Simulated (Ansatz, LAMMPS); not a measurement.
# Gap against volume in amorphous 84SiO2-16PbO (mol %) (122 atoms)

Density of this cell: 3.25 g/cm³. The cell holds 122 atoms: 36 Si, 7 Pb and 79 O. Cell: a = 12.556 Å, b = 11.831 Å, c = 12.896 Å, α = 93.1°, β = 91.1°, γ = 85.4°. The starting structure: 122 atoms (36 Si, 7 Sr, 79 O) placed at random at 2.61 g/cm³, melted at 5000 K for 10 ps at fixed volume with the Morse and Coulomb pair potential with partial charges (Pedone, Malavasi, Menziani, Cormack and Segre, J. Phys. Chem. B 110, 11780 (2006)). Quenched from 5000 K to 300 K at 100 K/ps and fixed volume, held 10 ps at zero pressure, then minimised at fixed cell. Then Sr was replaced by Pb and the cell scaled by 1.008 (the potential has no terms for the new elements, so the cell is a start for a DFT relaxation).

Calculated with Ansatz 0.2.0: Kohn-Sham DFT, PBE, PAW (set soft_2), plane waves; cutoff 420 eV, Γ point, gaussian smearing of 0.05 eV. The relaxed cell was scaled evenly and the atoms were relaxed at each volume. The gap is that between the highest filled and the lowest empty Kohn-Sham level on the run's k-points.

```
volume (Å³/atom)  gap (eV)
          14.688               3.124
          15.157               2.949
          15.626               2.714
          16.095                   ?
          16.563               2.546
```

**Question.** Fit a straight line in ln V to the rows given and interpolate to the withheld row.

**Working.**

A volume deformation potential makes the spacing linear in u = ln(V/V0), with V0 = 15.626 Å³ the relaxed volume; v is the spacing.

| u = ln(V/V0) | v (eV) |
| --- | --- |
| -0.0618749 | 3.1242 |
| -0.0304590 | 2.9493 |
| 0 | 2.714 |
| 0.0582685 | 2.5464 |

With n = 4: mean u = -0.00851635, mean v = 2.83347, Σ(u − ū)² = 0.0078614, Σ(u − ū)(v − v̄) = -0.038244. Slope b = -0.038244 / 0.0078614 = -4.8648; intercept a = v̄ − b ū = 2.7920.

At the withheld volume u = 0.02956, and v = a + b u.

Prediction at 16.095: 2.648 eV. The run gave 2.571 eV, so the fit is high by 0.078 eV (3.0 % of the value).

The slope, -4.86 eV, says that the spacing narrows on expansion. Among the rows given, the largest miss of the fit is at 15.626, by 0.078 eV (14 % of the range of the table).

Limits: The table spans 12 % in volume, wide for a linear law. Semilocal functionals tend to put gaps under measured ones. Only the Γ point is sampled. Atoms move by up to 0.8 Å in these relaxations, so the structure changes along the series. Defect or tail levels can set the spacing of a disordered cell. Spin–orbit coupling is left out, which matters for the levels of the heavy elements.

[Logs are printed without paths, hosts, clocks, repeated set-up lines and the standing remarks that a program may print on its own settings, such as how far it seeks lower states.]

[Hosts, paths, dates, database ids (printed as entryN), source tags and the programs' standing remarks are cut or masked in the printed files.]
